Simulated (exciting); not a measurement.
# Core excitons at the S L₂,₃ edge of KLuS2, part 3 of 3

How far do the exchange and direct terms reshape the S L₂,₃ edge of KLuS2?

exciting sodium; X-ray absorption, core-level Bethe-Salpeter equation, exchange and statically screened direct term, Tamm-Dancoff, all-electron LAPW+lo LDA.

So far. Step 5 (Independent particles): Maxima (height): 6.1 eV (0.35), 12.8 eV (0.87) and 17.7 eV (0.94). Against the singlet run the r.m.s. difference is 38 %. Moving the earlier curve by +3.2 eV leaves 15 %. The highest maximum lies at 17.7 eV (0.94), against 10.2 eV (1.00). Step 6 (Exchange alone): Maxima (height): 6.1 eV (0.33), 12.9 eV (0.83) and 17.8 eV (0.95). The spectrum differs from the independent-particle run by 4 % r.m.s.

## (7) Local-field cutoff

Changed against the first singlet run: cutoff of the screened term (bohr⁻¹) from 3 to 2 and cutoff of the exchange term (bohr⁻¹) from 2.5 to 2.

Contents of input.xml:

```
<input>
  <title>KLuS2</title>
  <structure speciespath="." autormt="false" epslat="1.0e-5">
    <crystal>
      <basevect>3.7312642324 2.1542464090 13.7767333546</basevect>
      <basevect>-3.7312642324 2.1542464090 13.7767333546</basevect>
      <basevect>0.0000000000 -4.3084928179 13.7767333546</basevect>
    </crystal>
    <species speciesfile="Lu.xml" rmt="2.300">
      <atom coord="0.5000000000 0.5000000000 0.5000000000"/>
    </species>
    <species speciesfile="K.xml" rmt="2.464">
      <atom coord="0.0000000000 0.0000000000 0.0000000000"/>
    </species>
    <species speciesfile="S.xml" rmt="2.300">
      <atom coord="0.7663100000 0.7663100000 0.7663100000"/>
      <atom coord="0.2336900000 0.2336900000 0.2336900000"/>
    </species>
  </structure>
  <groundstate do="skip" xctype="LDA_PW" ngridk="3 3 3" rgkmax="7" gmaxvr="14" nempty="8" swidth="0.001" maxscl="100" epsengy="1e-5"/>
  <xs xstype="BSE" ngridk="3 3 3" ngridq="3 3 3" vkloff="0.097 0.273 0.493" rgkmax="7" nempty="48" gqmax="2" lmaxapwwf="5" lmaxemat="3" broad="0.01654" tevout="true">
    <energywindow intv="5.083 6.747" points="452"/>
    <screening screentype="full" nempty="74"/>
    <BSE xas="true" xasspecies="3" xasatom="1" xasedge="L23" bsetype="singlet" nstlxas="1 44"/>
    <qpointset>
      <qpoint>0 0 0</qpoint>
    </qpointset>
    <plan>
      <doonly task="xsgeneigvec"/>
      <doonly task="screen"/>
      <doonly task="scrcoulint"/>
      <doonly task="exccoulint"/>
    </plan>
  </xs>
</input>
```

Contents of input.xml for the last start (plan only):

```
  <plan>
    <doonly task="bse"/>
  </plan>
```

The run is started by

```sh
$ OMP_NUM_THREADS=1 mpirun -n 4 exciting
$ OMP_NUM_THREADS=4 exciting
```

Numbers of over 12 decimals in the logs are rounded to 6 here.

The program printed:

```text
| EXCITING SODIUM started for task xsgeneigvec ( 301)                          =
One-shot GS runs for BSE calculations
One-shot GS runs for k+qmt/2 grids
Info(xsgeneigvec): Generating eigenvectors for Q-point      1
Info(xsgeneigvec): Generation of eigenvectors finished
| EXCITING SODIUM started for task screen ( 430)                               =
Info(screenlauncher): Calculating screening for unshifted q-grid.
Info(screenlauncher): Number of q points:       6
Info(screenlauncher): lowest (partially)  unoccupied state:     24
Info(screenlauncher): highest (partially) occupied state  :     23
Info(screenlauncher): number of occupied states considered:   23
Info(screenlauncher): number of unoccupied states considered:   75
Info(screenlauncher): Starting loop over q-points
Info(screenlauncher): Screening for unshifted q-grid finished
Info(screenlauncher): Screening finished
| EXCITING SODIUM started for task scrcoulint ( 440)                           =
Info(scrcoulintlauncher): Setting up screened Coulomb interaction matrix W.
Info(scrcoulintlauncher): Using momentum transfer vectors from list :   1 to  1
Info(scrcoulintlauncher): Calculating screened Coulomb interaction matrix W
Info(scrcoulintlauncher): Momentum transfer list index: iqmt=  1
Info(scrcoulintlauncher): Momentum transfer: vqmtl=   0.000   0.000   0.000
Info(scrcoulintlauncher): Calculating RR block of W
Info(scrcoulint): Inspecting occupations...
Info(setranges_modxs): Number of non-reduced k-points:       27
Info(setranges_modxs): Number of states considered:       72
Info(setranges_modxs): Number of (partially) occupied states:       10
Info(setranges_modxs): Highest (partially) occupied states:       23
Info(setranges_modxs): Number of (partially) unoccupied states:       49
Info(setranges_modxs): Lowest (partially) unoccupied states:       24
Info(scrcoulint): Selecting transitions...
Info(select_transitions): Inspecting transitions in the  band interval:
  lowest occupied state:   5
  highest occupied state:  10
  lowest unoccupied state:  24
  highest unoccupied state:  67
  Opening gap with a scissor of:      0.000/H      0.000/eV
Info(select_transitions): Number of participating transitions:    7128
Info(scrcoulint): Size of file SCCLI will be about     0.392572 GB
Info(scrcoulint): Using q-grid
Info(scrcoulint): Number of reduced q-points:      6
Info(scrcoulint): Number of non-reduced q-points:     27
Info(scrcoulint): Calculating W(G1,G2,qr) fourier coefficients
Info(scrcoulint): Calculating W matrix elements
Info(scrcoulintlauncher): Screened coulomb interaction finished for iqmt=   1
| EXCITING SODIUM started for task exccoulint ( 441)                           =
Info(exccoulintlauncher): Setting up exchange interaction matrix V.
Info(exccoulintlauncher): Using momentum transfer vectors from list :   1 to  1
Info(exccoulintlauncher):Calculating exchange interaction matrix V
Info(exccoulintlauncher): Momentum transfer list index: iqmt=  1
Info(exccoulintlauncher): Momentum transfer: vqmtl=   0.000   0.000   0.000
Info(exccoulintlauncher): Calculating RR block of V
Info(exccoulint): Inspecting occupations...
Info(setranges_modxs): Number of non-reduced k-points:       27
Info(setranges_modxs): Number of states considered:       72
Info(setranges_modxs): Number of (partially) occupied states:       10
Info(setranges_modxs): Highest (partially) occupied states:       23
Info(setranges_modxs): Number of (partially) unoccupied states:       49
Info(setranges_modxs): Lowest (partially) unoccupied states:       24
Info(exccoulint): Selecting transitions...
Info(select_transitions): Inspecting transitions in the  band interval:
  lowest occupied state:   5
  highest occupied state:  10
  lowest unoccupied state:  24
  highest unoccupied state:  67
  Opening gap with a scissor of:      0.000/H      0.000/eV
Info(select_transitions): Number of participating transitions:    7128
Info(exccoulint): Size of file EXCLI will be about     0.392572 GB
Info(exccoulint): Generating plane wave matrix elements for momentum transfer iqmt=   1
  Timing (in seconds)	   :     751.760
Info(exccoulint): Generating V matrix elements
Info(exccoulint): Zeroing Coulomb potential at G+qmt index:  1
Info(exccoulintlauncher): Exchange interaction finished for iqmt=   1
| EXCITING SODIUM started for task bse ( 445)                                  =
Info(bselauncher): Init time:    2.265256
Info(bselauncher): Setting up and diagonalizing BSE Hamiltonian.
Info(bselauncher): Using momentum transfer vectors from list :   1 to  1
Info(bselauncher): Distributing qmt-points over   1 processes.
Info(bselauncher): BSE type: singlet
Info(bselauncher): Momentum transfer list index: iqmt=  1
Info(bselauncher): Momentum transfer: vqmtl=   0.000   0.000   0.000
Info(bse): Inspecting occupations...
Info(setranges_modxs): Number of non-reduced k-points:       27
Info(setranges_modxs): Number of states considered:       72
Info(setranges_modxs): Number of (partially) occupied states:       10
Info(setranges_modxs): Highest (partially) occupied states:       23
Info(setranges_modxs): Number of (partially) unoccupied states:       49
Info(setranges_modxs): Lowest (partially) unoccupied states:       24
Info(select_transitions): Inspecting transitions in the  band interval:
  lowest occupied state:   5
  highest occupied state:  10
  lowest unoccupied state:  24
  highest unoccupied state:  67
  Opening gap with a scissor of:      0.000/H      0.000/eV
Info(select_transitions): Number of participating transitions:    7128
Info(bse): Selecting transitions...
```

Wall time 29 min (4 MPI ranks of Intel Xeon at 2.70GHz, shared host).

The run was cut off at its time limit.

## (8) The levels of theory side by side

```csv
level,curve passes 0.15 (eV),highest maximum (eV),its height
IP,2.1,17.7,0.94
RPA,2.3,17.8,0.95
singlet,-0.5,10.2,1.00
```

```csv
E (eV),IP,RPA,singlet
-3.0,0.01,0.01,0.02
-2.0,0.01,0.01,0.04
-1.0,0.02,0.02,0.10
0.0,0.04,0.04,0.20
1.0,0.08,0.08,0.36
2.0,0.14,0.14,0.51
3.0,0.23,0.21,0.44
4.0,0.30,0.28,0.38
5.0,0.34,0.32,0.41
6.0,0.34,0.33,0.44
7.0,0.31,0.29,0.53
8.0,0.32,0.30,0.67
9.0,0.37,0.35,0.83
10.0,0.45,0.42,0.98
11.0,0.68,0.62,0.93
12.0,0.81,0.76,0.86
13.0,0.86,0.83,0.80
14.0,0.75,0.73,0.80
15.0,0.75,0.72,0.85
16.0,0.87,0.84,0.80
17.0,0.94,0.93,0.70
18.0,0.93,0.94,0.60
19.0,0.82,0.84,0.59
20.0,0.82,0.84,0.60
21.0,0.82,0.85,0.57
```

## (9) Summary of results

| Quantity | Value |
| --- | --- |
| absorber and edge | S L₂,₃, atom 3 |
| surroundings | 3 Lu at 2.71 Å and 3 K at 3.15 Å (distorted octahedral, site symmetry 3m) |
| first bright state | -0.85 eV from the Kohn–Sham onset, on this mesh |
| highest maximum | 10.2 eV |
| cost of the BSE run | 40 min on 4 MPI ranks of Intel Xeon at 2.70GHz, shared host; the last task ran on as many threads |

Is a core exciton bound? Yes on this mesh: the first bright state (over 5 % of the brightest) lies at -0.85 eV from the Kohn–Sham onset. Exchange alone changes the independent-particle spectrum by 4 % r.m.s. A mesh of 27 points doesn't converge binding energies, and fine structure above the first lines is partly noise of the mesh. Exchange and the short-range direct term aren't converged in the kernel cutoff. The zero comes from the shifted mesh, which comes near the band minimum without meeting it. The conduction states carry no spin here, so the exchange coupling to the spinor core hole is only partly held. The Kohn–Sham onset, 150 eV, is no photon energy (tabulated edge of the element: 162.5 eV): the scale needs a rigid shift. No quasiparticle correction widens the gap or stretches the bands. Vibrations and energy-dependent lifetimes are left out. The structure is a published determination, not relaxed.

[Banner, clock and machine lines of the logs are left out without a mark of their own.]

[Logs are printed without paths, hosts, clocks, repeated set-up lines and the standing remarks that a program may print on its own settings, such as how far it seeks lower states.]

[Hosts, paths, dates, database ids (printed as entryN), source tags and the programs' standing remarks are cut or masked in the printed files.]
